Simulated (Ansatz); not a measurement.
# Pt(111) with 4 thermally displaced layers, 2x2: scattering by thermal displacements

Aim: the resistivity of Pt at 500 K from frozen thermal displacements between perfect leads. The measured value for the pure metal at this temperature is 18.3 µΩ cm (CRC Handbook of Chemistry and Physics, 84th ed., 2003, Electrical Resistivity of Pure Metals).

Program: Ansatz 0.2.0. Level of theory: Ansatz plane-wave DFT, PBE, PAW files; ballistic transport by layer matching (Landauer), zero bias; PAW set soft_1. Results are calculated unless marked as measured.

This is a report of a sequence of runs, with most program output left out.

## (1) The starting structure

The cell holds 40 atoms: 40 Pt. Cell: a = 5.546 Å, b = 5.546 Å, c = 22.699 Å, α = 93.5°, β = 86.5°, γ = 120.0°. It derives from Pt. Regions: lead, 24 atoms (24 Pt); scattering region, 16 atoms (16 Pt). The structure is stacked along c, and the current runs across the ab planes.

## (2) With 4 displaced layers

Each atom of 4 layers is moved at random, by amounts drawn from a normal law 0.0807 Å wide in each direction from the Debye model (240 K) at 500 K. The layers about the cell's end stay perfect and serve as the lead. Disorder leaves little or no symmetry, which makes such runs dear. Energies from -0.05 to 0.05 eV in steps of 0.05 eV are too few for the program's thermal sum, so it prints no conductance; for a metal the transmission near the Fermi level serves, at a fraction of the cost.

input.yaml reads:

```yaml
crystal:
  lattice:
    - [5.5462627489, 0.0, 0.0]
    - [-2.7731313745, 4.8032044366, 0.0]
    - [1.3865656872, -0.8005340728, 22.6425228571]
  atoms:
    - { symbol: Pt, position: [0.9916666667, 0.0083333333, 0.05] }
    - { symbol: Pt, position: [0.9916666667, 0.5083333333, 0.05] }
    - { symbol: Pt, position: [0.4916666667, 0.0083333333, 0.05] }
    - { symbol: Pt, position: [0.4916666667, 0.5083333333, 0.05] }
    - { symbol: Pt, position: [0.1416666667, 0.3583333333, 0.15] }
    - { symbol: Pt, position: [0.1416666667, 0.8583333333, 0.15] }
    - { symbol: Pt, position: [0.6416666667, 0.3583333333, 0.15] }
    - { symbol: Pt, position: [0.6416666667, 0.8583333333, 0.15] }
[... 28 atom lines left out ...]
    - { symbol: Pt, position: [0.8416666667, 0.1583333333, 0.95] }
    - { symbol: Pt, position: [0.8416666667, 0.6583333333, 0.95] }
    - { symbol: Pt, position: [0.3416666667, 0.1583333333, 0.95] }
    - { symbol: Pt, position: [0.3416666667, 0.6583333333, 0.95] }
kpoints:
  mp_grid: { grid: [5, 5, 1] }
hamiltonian:
  xc: pbe
  pseudopotentials: { kind: paw, azcp: { folder: soft_1 } }
scf:
  occupations: { method: fermi_dirac, width: 0.1 }
output:
  transmission:
    leads: [[0, 4]]
    kmesh: [10, 10]
    e_range: [-0.05, 0.05]
    de: 0.05
  write_potential: true
  write_density: true
  volumetric_format: npy
  elf: true
```

On the command line:

```sh
$ ansatz run input.yaml --threads 4 --pin off --max-ram 15360MiB --backend cpu --events-out ev --progress --plain --runs-dir out
```

Wall time 10 min (4 threads of Arm Neoverse V1, shared host); peak memory 5.6 GiB.

This step gave:

| Property | Result |
| --- | --- |
| free energy | -500986.9340 eV |
| energy at zero smearing | -500985.8217 eV |
| Fermi energy | 23.43 eV |
| cell area | 26.64 Å² |
| transmission per spin nearest the Fermi level | 5.196 |
| open channels per spin nearest the Fermi level | 6.89 |
| step of the lead's potential | 12.3 meV |

Per spin. Table of transmission, zone mean by energy, zero at the Fermi level:

```
energy (eV)  transmission, zone mean
    -0.0500                     5.40
     0.0000                     5.20
     0.0500                     5.00
```

Per spin. The open channels, zone mean, lead by energy, zero at the Fermi level:

```
energy (eV)  open channels, zone mean, lead
    -0.0500                            7.16
     0.0000                            6.89
     0.0500                            6.21
```

Transmission over k1 and k2. At 0.0000 eV from the Fermi level.

Values, 10 rows by 10 columns:
```
7.28 7.12 5.31 5.10 5.45 6.79 7.03 3.52 2.70 3.40
3.78 5.40 6.94 5.62 5.53 6.64 4.88 3.68 2.24 2.20
3.85 5.42 5.47 6.86 3.17 6.56 5.25 5.03 3.95 3.53
7.24 5.42 5.58 2.85 5.33 5.23 2.52 5.34 4.83 7.37
6.71 6.97 6.78 6.39 5.08 3.12 5.08 6.39 6.78 6.97
7.24 7.37 4.83 5.34 2.52 5.23 5.33 2.85 5.58 5.42
3.85 3.53 3.95 5.03 5.25 6.56 3.17 6.86 5.47 5.42
3.78 2.20 2.24 3.68 4.88 6.64 5.53 5.62 6.94 5.40
7.28 3.40 2.70 3.52 7.03 6.79 5.45 5.10 5.31 7.12
6.77 7.30 3.71 3.73 6.88 6.54 6.88 3.73 3.71 7.30
```
Columns: k1 (b1) from -0.5 to 0.4; rows upwards: k2 (b2) from -0.5 to 0.4.

Open channels over k1 and k2. At 0.0000 eV from the Fermi level.

Ten even steps from '_' (3.0) to '@' (10.0):
```
@@##======##@@..__..
====##++++##====____
====++%%..%%++====..
@@==++..%%%%..++==@@
@@####%%%%::%%%%####
@@@@==++..%%%%..++==
==..====++%%..%%++==
==____====##++++##==
@@..__..@@##======##
@@@@====@@@@@@====@@
```
Columns: k1 (b1) from -0.5 to 0.4; rows upwards: k2 (b2) from -0.5 to 0.4.

Valence density in the ca plane at fractional y = 0.036, with atoms of Pt within 0.2 Å of it. It is the smooth field of the valence electrons, not physical close to the nuclei.

Values in units of 1e0 e/Å³, 8 rows by 16 columns, each cell a mean:
```
0.3 0.2 0.3 0.4 6.6 4.3 0.3 0.2 0.2 0.3 0.8 5.9 1.3 0.9 0.6 0.3
0.9 0.4 0.8 0.4 2.0 1.4 0.6 0.6 0.3 0.4 0.8 5.8 1.4 0.4 0.3 0.3
0.9 0.4 1.2 0.4 0.4 0.3 1.6 2.1 0.5 0.6 0.3 0.7 0.5 3.3 1.8 0.3
0.3 0.2 0.4 0.4 3.0 1.4 0.8 1.1 0.4 0.4 0.3 0.9 0.5 5.0 3.0 0.3
0.3 0.2 0.3 0.5 7.8 4.1 0.3 0.3 0.2 0.3 0.7 6.0 1.5 0.9 0.6 0.3
0.9 0.4 0.8 0.4 2.7 1.6 1.0 1.4 0.3 0.4 0.6 4.9 1.3 0.4 0.3 0.3
0.9 0.4 1.2 0.4 0.4 0.4 2.0 3.7 0.5 0.5 0.2 0.5 0.4 3.3 1.8 0.3
0.3 0.2 0.4 0.4 2.9 1.7 0.6 1.1 0.4 0.5 0.3 0.7 0.5 5.0 3.0 0.3
```
Columns run along c (16.0 Å, from fractional 0.15 to 0.85 of the cell), rows up along a (5.5 Å). Atoms in or near the plane, at fractional coordinates: Pt at (0.35, 0.95), Pt at (0.35, 0.42).

Electrostatic potential energy in the ca plane at fractional y = 0.036, with atoms of Pt within 0.2 Å of it. With pseudopotentials it is smooth inside the atoms' cores, unlike the true potential.

Ten even steps from '0' (-43 eV) to '9' (26 eV), each cell a mean:
```
99999999998300048999999999999731258985579999
99999999998400058999999999999610037999899999
77999988999732379998999999999720038999999999
66899866899987899865789999999852368987789999
66899755899999999742479988899987789852368999
88999877899988999742479988899999999730027999
99999999999633589875689998999998899730027999
99999999997200169998999999999853369862258999
99999999997200059999999999999720038997789999
88999989998400169988899999999720027999999999
67899877899754589864589999999841148999999999
66899755799988999731268998999986689975579999
77899866899999999731158988899999999841148999
99999988999865799864479988899999999720027999
99999999998510269998899999999986789840037999
```
Columns run along c (16.0 Å, from fractional 0.15 to 0.85 of the cell; values clipped at the 3rd and 97th percentile), rows up along a (5.5 Å). Atoms in or near the plane, at fractional coordinates: Pt at (0.35, 0.95), Pt at (0.35, 0.42).

ELF in the ca plane at fractional y = 0.036, with atoms of Pt within 0.2 Å of it. It is the smooth field of the valence electrons, not physical close to the nuclei.

Values, 8 rows by 16 columns, each cell a mean:
```
0.24 0.16 0.24 0.25 0.54 0.47 0.24 0.20 0.18 0.25 0.31 0.55 0.35 0.31 0.29 0.24
0.33 0.25 0.32 0.25 0.40 0.35 0.28 0.28 0.22 0.27 0.30 0.55 0.35 0.26 0.22 0.23
0.33 0.26 0.38 0.25 0.25 0.25 0.40 0.42 0.26 0.28 0.21 0.30 0.27 0.46 0.39 0.25
0.24 0.18 0.25 0.25 0.45 0.36 0.31 0.34 0.24 0.26 0.22 0.32 0.28 0.52 0.44 0.25
0.24 0.16 0.24 0.27 0.55 0.45 0.25 0.23 0.19 0.25 0.30 0.56 0.37 0.31 0.29 0.24
0.33 0.25 0.32 0.26 0.43 0.37 0.32 0.37 0.23 0.27 0.28 0.53 0.35 0.26 0.22 0.23
0.33 0.26 0.38 0.25 0.26 0.25 0.41 0.49 0.28 0.27 0.20 0.27 0.26 0.46 0.39 0.25
0.24 0.18 0.26 0.25 0.45 0.37 0.28 0.35 0.25 0.26 0.22 0.30 0.27 0.52 0.44 0.25
```
Columns run along c (16.0 Å, from fractional 0.15 to 0.85 of the cell), rows up along a (5.5 Å). Atoms in or near the plane, at fractional coordinates: Pt at (0.35, 0.95), Pt at (0.35, 0.42).

Over the solved energies the transmission per spin lies between 5.00 and 5.40, out of 6.75 channels of the lead on average (up to 7.16).

## (3) With 8 displaced layers

Each atom of 8 layers is moved at random, by amounts drawn from a normal law 0.0807 Å wide in each direction from the Debye model (240 K) at 500 K. A fresh draw is used; the growth of the resistance with length is what counts.

System of this step: Pt(111) with 8 thermally displaced layers, 2x2. The cell holds 56 atoms: 56 Pt. Cell: a = 5.546 Å, b = 5.546 Å, c = 31.740 Å, α = 87.5°, β = 92.5°, γ = 120.0°. It derives from Pt. Regions: lead, 24 atoms (24 Pt); scattering region, 32 atoms (32 Pt). The structure is stacked along c, and the current runs across the ab planes.

input.yaml reads:

```yaml
crystal:
  lattice:
    - [5.5462627489, 0.0, 0.0]
    - [-2.7731313745, 4.8032044366, 0.0]
    - [-1.3865656872, 0.8005340728, 31.6995319999]
  atoms:
    - { symbol: Pt, position: [0.005952381, 0.994047619, 0.0357142857] }
    - { symbol: Pt, position: [0.005952381, 0.494047619, 0.0357142857] }
    - { symbol: Pt, position: [0.505952381, 0.994047619, 0.0357142857] }
    - { symbol: Pt, position: [0.505952381, 0.494047619, 0.0357142857] }
    - { symbol: Pt, position: [0.1845238095, 0.3154761905, 0.1071428571] }
    - { symbol: Pt, position: [0.1845238095, 0.8154761905, 0.1071428571] }
    - { symbol: Pt, position: [0.6845238095, 0.3154761905, 0.1071428571] }
    - { symbol: Pt, position: [0.6845238095, 0.8154761905, 0.1071428571] }
[... 44 atom lines left out ...]
    - { symbol: Pt, position: [0.3273809524, 0.1726190476, 0.9642857143] }
    - { symbol: Pt, position: [0.3273809524, 0.6726190476, 0.9642857143] }
    - { symbol: Pt, position: [0.8273809524, 0.1726190476, 0.9642857143] }
    - { symbol: Pt, position: [0.8273809524, 0.6726190476, 0.9642857143] }
kpoints:
  mp_grid: { grid: [5, 5, 1] }
hamiltonian:
  xc: pbe
  pseudopotentials: { kind: paw, azcp: { folder: soft_1 } }
scf:
  occupations: { method: fermi_dirac, width: 0.1 }
output:
  transmission:
    leads: [[0, 4]]
    kmesh: [10, 10]
    e_range: [-0.05, 0.05]
    de: 0.05
  write_potential: true
  write_density: true
  volumetric_format: npy
```

Wall time 18 min (4 threads); peak memory 9.5 GiB.

This step gave:

- free energy: -701380.2085 eV
- energy at zero smearing: -701378.6526 eV
- Fermi energy: 23.44 eV
- transmission per spin nearest the Fermi level: 4.279
- step of the lead's potential: 6.1 meV

Per spin. The transmission, zone mean by energy, zero at the Fermi level:

```
energy (eV)  transmission, zone mean
    -0.0500                     4.47
     0.0000                     4.28
     0.0500                     4.11
```

Over the solved energies the transmission per spin lies between 4.11 and 4.47, out of 6.75 channels of the lead on average (up to 7.16).

## (4) With 12 displaced layers

Each atom of 12 layers is moved at random, by amounts drawn from a normal law 0.0807 Å wide in each direction from the Debye model (240 K) at 500 K. A fresh draw is used; the growth of the resistance with length is what counts.

System of this step: Pt(111) with 12 thermally displaced layers, 2x2. The cell holds 72 atoms: 72 Pt. Its edges and angles: a = 5.546 Å, b = 5.546 Å, c = 40.757 Å, α = 90.0°, β = 90.0°, γ = 120.0°. It derives from Pt. Regions: lead, 24 atoms (24 Pt); scattering region, 48 atoms (48 Pt). The structure is stacked along c, and the current runs across the ab planes.

input.yaml reads:

```yaml
crystal:
  lattice:
    - [5.5462627489, 0.0, 0.0]
    - [-2.7731313745, 4.8032044366, 0.0]
    - [0.0, 0.0, 40.7565411427]
  atoms:
    - { symbol: Pt, position: [0.0, 0.0, 0.0277777778] }
    - { symbol: Pt, position: [0.0, 0.5, 0.0277777778] }
    - { symbol: Pt, position: [0.5, 0.0, 0.0277777778] }
    - { symbol: Pt, position: [0.5, 0.5, 0.0277777778] }
    - { symbol: Pt, position: [0.1666666667, 0.3333333333, 0.0833333333] }
    - { symbol: Pt, position: [0.1666666667, 0.8333333333, 0.0833333333] }
    - { symbol: Pt, position: [0.6666666667, 0.3333333333, 0.0833333333] }
    - { symbol: Pt, position: [0.6666666667, 0.8333333333, 0.0833333333] }
[... 60 atom lines left out ...]
    - { symbol: Pt, position: [0.3333333333, 0.1666666667, 0.9722222222] }
    - { symbol: Pt, position: [0.3333333333, 0.6666666667, 0.9722222222] }
    - { symbol: Pt, position: [0.8333333333, 0.1666666667, 0.9722222222] }
    - { symbol: Pt, position: [0.8333333333, 0.6666666667, 0.9722222222] }
kpoints:
  mp_grid: { grid: [5, 5, 1] }
hamiltonian:
  xc: pbe
  pseudopotentials: { kind: paw, azcp: { folder: soft_1 } }
scf:
  occupations: { method: fermi_dirac, width: 0.1 }
output:
  transmission:
    leads: [[0, 4]]
    kmesh: [10, 10]
    e_range: [-0.05, 0.05]
    de: 0.05
  write_potential: true
  write_density: true
  volumetric_format: npy
```

The job ended after 29 min (4 threads; peak memory 8.4 GiB).

Numbers from this step:

```yaml
free_energy: -901772.7507 eV
energy_at_zero_smearing: -901770.7506 eV
transmission_per_spin_nearest_the_fermi_level: 3.304
step_of_the_lead_s_potential: 16.4 meV
```

Per spin. The transmission, zone mean by energy, zero at the Fermi level:

```
energy (eV)  transmission, zone mean
    -0.0500                     3.40
     0.0000                     3.30
     0.0500                     3.28
```

Over the solved energies the transmission per spin lies between 3.28 and 3.40, out of 6.71 channels of the lead on average (up to 7.04).

## (5) Resistance against length

This step: Ansatz plane-wave DFT, PBE, PAW files; ballistic transport by layer matching (Landauer), zero bias; resistivity from the slope of the area resistance; PAW set soft_1 (Ansatz 0.2.0).

Numbers from this step:

- resistivity: 20.37 µΩ cm
- intercept: -0.04675 fΩ m²
- scatter about the fit: 0.02057 fΩ m²

Resistance, by row:

```
run  length (Å)      T  channels N  RA (fΩ m²)
 n4       9.057  5.199       6.753      0.1523
 n8       18.11  4.286       6.753      0.2931
n12       27.17  3.327       6.713      0.5212
```

Table of area resistance by length of the displaced region:

```
length of the displaced region (Å)  area resistance (fΩ m²)
                              9.06                    0.152
                             18.11                    0.293
                             27.17                    0.521
```

The area resistance goes from 0.15 to 0.52 fΩ m² between 9.1 and 27.2 Å, a slope of 20 µΩ cm.

By hand from the end points: (0.5212 − 0.1523) fΩ m² / (27.17 − 9.06) Å = 20 µΩ cm, since 1 fΩ m² per Å is 1000 µΩ cm.

## (6) Summary of results

- resistivity from the slope: 20.4 µΩ cm
- area resistance over 9.06 Å: 0.152 fΩ m²
- area resistance over 18.1 Å: 0.293 fΩ m²
- area resistance over 27.2 Å: 0.521 fΩ m²

In words: The slope gives 20 µΩ cm. The points scatter by 0.021 fΩ m² about the line, with one random draw a length in a 2x2 cell, so the slope is a rough value. The mean square of the displacements drawn is 0.78, 0.91 and 1.0 of the nominal one at the three lengths; with each resistance scaled back by that, the slope is 17 µΩ cm, the value used below. Read with a model of isotropic scattering on a spherical Fermi surface and the lead's 2.0×10¹⁵ S/m², this slope means a mean free path near 23 Å; over these lengths the model's slope is 1.03 times its bulk resistivity, which would be 17 µΩ cm. Uncorrelated displacements put too much weight on short waves, which scatter strongly; with the sideways repeat of a small cell, one draw and three short lengths, the method is good to a factor of two or three. The measured value is 18.3 µΩ cm (CRC Handbook of Chemistry and Physics, 84th ed., 2003, Electrical Resistivity of Pure Metals); the scaled slope is 0.95 times that and the corrected value 0.92: fair for so small a cell. Spin-orbit coupling is left out, which matters for Pt.

[Logs are printed without paths, hosts, clocks, repeated set-up lines and the standing remarks that a program may print on its own settings, such as how far it seeks lower states.]

[Hosts, paths, dates, database ids (printed as entryN), source tags and the programs' standing remarks are cut or masked in the printed files.]
